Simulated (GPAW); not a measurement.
# CrGe2As4 monolayer in an electric field, part 2 of 2

Aim: the dipole that a field along the normal induces in CrGe2As4 monolayer.

GPAW 26.7.0; GPAW, PAW setups; layer in a repeated cell with vacuum, relaxation of atoms and in-plane cell (the session's first sound run).

So far. Step 5 (In a field): The dipole is now -0.0786 e Å, against 7.4e-4 in the run without a field.

### 8. Field on

run.py

```python
import json
import numpy as np
from ase import Atoms
from gpaw import GPAW, PW
from gpaw.external import ConstantElectricField

slab = Atoms(
    ['As', 'Ge', 'As', 'Cr', 'As', 'Ge', 'As'],
    positions=[
        [-0.00000, -0.00000, 9.00000],
        [-0.00000, 2.10572, 10.20479],
        [-0.00000, 2.10572, 12.67782],
        [0.00000, -0.00000, 14.05153],
        [-0.00000, 2.10572, 15.42524],
        [-0.00000, 2.10572, 17.89826],
        [0.00000, -0.00000, 19.10305]],
    cell=[[3.6472, -0.0, 0.0], [-1.8236, 3.15857, 0.0], [0.0, 0.0, 28.1031]],
    pbc=[True, True, False])

slab.calc = GPAW(mode=PW(400), xc='PBE', kpts={'size': (9, 9, 1), 'gamma': True},
                 occupations={'name': 'fermi-dirac', 'width': 0.05}, nbands='200%',
                 convergence={'density': 1e-05}, maxiter=200,
                 poissonsolver={'dipolelayer': 'xy'},
                 external=ConstantElectricField(0.1, [0, 0, 1]),
                 symmetry={'tolerance': 1e-3}, txt='slab.txt')
result = {}
energy = slab.get_potential_energy()
fermi = slab.calc.get_fermi_level()
v = slab.calc.get_electrostatic_potential().mean((0, 1)) - fermi
n = slab.calc.get_pseudo_density().mean((0, 1))
L = slab.cell[2, 2]
z = np.arange(len(v)) * L / len(v)
low, high = slab.positions[:, 2].min(), slab.positions[:, 2].max()
below, above = np.interp([low - 6.8, high + 6.8], z, v)
slopes = [np.interp(x, z, np.gradient(v, z)) for x in (low - 6.8, high + 6.8)]
eps = np.array([[slab.calc.get_eigenvalues(k, s) for k in range(len(slab.calc.get_ibz_k_points()))]
                for s in range(slab.calc.get_number_of_spins())]) - fermi
top, bottom = eps[eps < 0].max(), eps[eps > 0].min()
dipole = slab.get_dipole_moment()[2]
print(f'energy {energy:.4f} eV, Fermi level {fermi:.4f} eV, dipole {dipole:.5f} e A')
print(f'potential 6.8 A off the faces, from the Fermi level: lower {below:.4f} eV, upper {above:.4f} eV')
print(f'slope of the potential there: lower {slopes[0]:.5f}, upper {slopes[1]:.5f} eV/A')
print(f'nearest levels on the mesh: {top:.4f} and {bottom:.4f} eV')
print('magnetic moment', round(slab.get_magnetic_moment(), 3))
result.update(energy=energy, fermi=fermi, dipole=dipole, below=below, above=above, slopes=slopes, edges=[top, bottom],
              z=z.tolist(), v=v.tolist(), n=n.tolist(), positions=slab.positions.tolist(),
              forces=slab.get_forces(apply_constraint=False).tolist(), moments=slab.get_magnetic_moments().tolist())
json.dump(result, open('result.json', 'w'))
```

The run is started by

```console
> OMP_NUM_THREADS=1 OPENBLAS_NUM_THREADS=1 python run.py
```

It took 3.4 min on 1 thread of Intel Xeon Platinum 8488C (Sapphire Rapids), shared host; peak memory 0.45 GiB.

The electrostatic potential energy of an electron (without an applied field's), less the Fermi level, planar mean oscillates, so the rows of the table below give means over windows of 1.93 Å about each position, cut where the curve ends. Its maxima inside the range that stand out by 2 % of the span (Å: eV): 1.4: 5.45, 9.6: -8.24, 11.4: 2.35, 13.4: -5.19, 14.7: -5.31, 16.7: 1.85, 18.5: -9.10. Its minima: 9.1: -13.6, 10.2: -13.3, 12.7: -12.8, 14.1: -10.8, 15.4: -13.1, 17.9: -14.0, 19.0: -14.6.

Table of electrostatic potential energy of an electron (without an applied field's), less the Fermi level, planar mean by z; means over each step:

z (Å), electrostatic potential energy of an electron (without an applied field's), less the Fermi level, planar mean (eV) and a bar from the least value:
```
     0.96        5.4 ##############################
     2.90        5.4 ##############################
     4.83        5.4 ##############################
     6.76        5.2 ##############################
     8.69       -5.6 ##########
    10.62       -5.3 ###########
    12.55       -6.0 ##########
    14.48       -8.5 #####
    16.41       -2.5 ################
    18.34      -11.4 
    20.27        0.4 #####################
    22.20        4.2 ############################
    24.13        4.2 ############################
    26.06        4.2 ############################
    27.99        4.3 ############################
```

The dipole is now 0.0786 e Å, against 7.4e-4 in the run without a field.

### 9. In a field

Changes to run.py since step 8:

```diff
@@ -23,3 +23,3 @@
                  poissonsolver={'dipolelayer': 'xy'},
-                 external=ConstantElectricField(0.1, [0, 0, 1]),
+                 external=ConstantElectricField(0.2, [0, 0, 1]),
                  symmetry={'tolerance': 1e-3}, txt='slab.txt')
```

Elapsed: 3.1 min, on 1 thread; peak memory 0.44 GiB.

The dipole is now 0.157 e Å, against 7.4e-4 in the run without a field.

### 10. In a field

Changes to run.py since step 9:

```diff
@@ -23,3 +23,3 @@
                  poissonsolver={'dipolelayer': 'xy'},
-                 external=ConstantElectricField(0.2, [0, 0, 1]),
+                 external=ConstantElectricField(0.3, [0, 0, 1]),
                  symmetry={'tolerance': 1e-3}, txt='slab.txt')
```

Run time: 3 min. Hardware: 1 thread; peak memory 0.44 GiB.

The electrostatic potential energy of an electron (without an applied field's), less the Fermi level, planar mean oscillates, so the rows of the table below give means over windows of 1.93 Å about each position, cut where the curve ends. Its maxima inside the range that stand out by 2 % of the span (Å: eV): 1.6: 6.69, 9.6: -7.37, 11.4: 2.85, 13.4: -5.07, 14.7: -5.43, 16.7: 1.35, 18.5: -9.98. Its minima: 9.1: -12.6, 10.2: -12.5, 12.7: -12.6, 14.1: -10.8, 15.4: -13.4, 17.9: -14.7, 19.0: -15.5.

Table of electrostatic potential energy of an electron (without an applied field's), less the Fermi level, planar mean by z; means over each step:

```
z (Å)  electrostatic potential energy of an electron (without an applied field's), less the Fermi level, planar mean (eV)
 0.96                                                                                                                6.51
 2.90                                                                                                                6.69
 4.83                                                                                                                6.68
 6.76                                                                                                                6.44
 8.69                                                                                                               -4.52
10.62                                                                                                               -4.69
12.55                                                                                                               -5.74
14.48                                                                                                               -8.62
16.41                                                                                                               -2.97
18.34                                                                                                               -12.2
20.27                                                                                                              -0.766
22.20                                                                                                                2.96
24.13                                                                                                                2.98
26.06                                                                                                                2.98
27.99                                                                                                                3.17
```

The dipole is now 0.236 e Å, against 7.4e-4 in the run without a field.

### 11. The series

The members are put on one axis.

This step: induced dipole against applied field (GPAW 26.7.0).

Dipole along the normal against field:

```
field (V/Å)  dipole along the normal (e·Å)
     -0.200                         -0.157
     -0.100                        -0.0786
     -0.050                        -0.0393
      0.000                         7.4e-4
      0.050                         0.0393
      0.100                         0.0786
      0.200                          0.157
      0.300                          0.236
```

### 12. Results

```json
{
 "work function, upper and lower face": "4.837 and 4.821 eV",
 "dipole along the normal": "7.4e-4 e Å, near the numerical noise",
 "induced dipole per field": "0.786 e Å per V/Å",
 "out-of-plane polarisability per area, α/(ε0 A)": "12.3 Å"
}
```

What this shows: The field induces 0.786 e Å per V/Å, a polarisable thickness α/(ε0 A) of 12.3 Å beside 10.1 Å between the outermost nuclei. A perfect conductor would give the distance between its two image planes; a dielectric of thickness t gives t(1 - 1/ε). The induced dipole is linear in the field over this range. The small printed dipole stands for a step of -12 meV from the lower to the upper face, and the probes find 16 meV; values this small are near the numerical noise of both. The runs had no spin polarisation, so a magnetic state, which thin layers of d-metal atoms can have, wasn't tested. The layer's cell and atoms come from the relaxation; spin-orbit coupling and temperature are left out.

[Logs are printed without paths, hosts, clocks, repeated set-up lines and the standing remarks that a program may print on its own settings, such as how far it seeks lower states.]

[Hosts, paths, dates, database ids (printed as entryN), source tags and the programs' standing remarks are cut or masked in the printed files.]
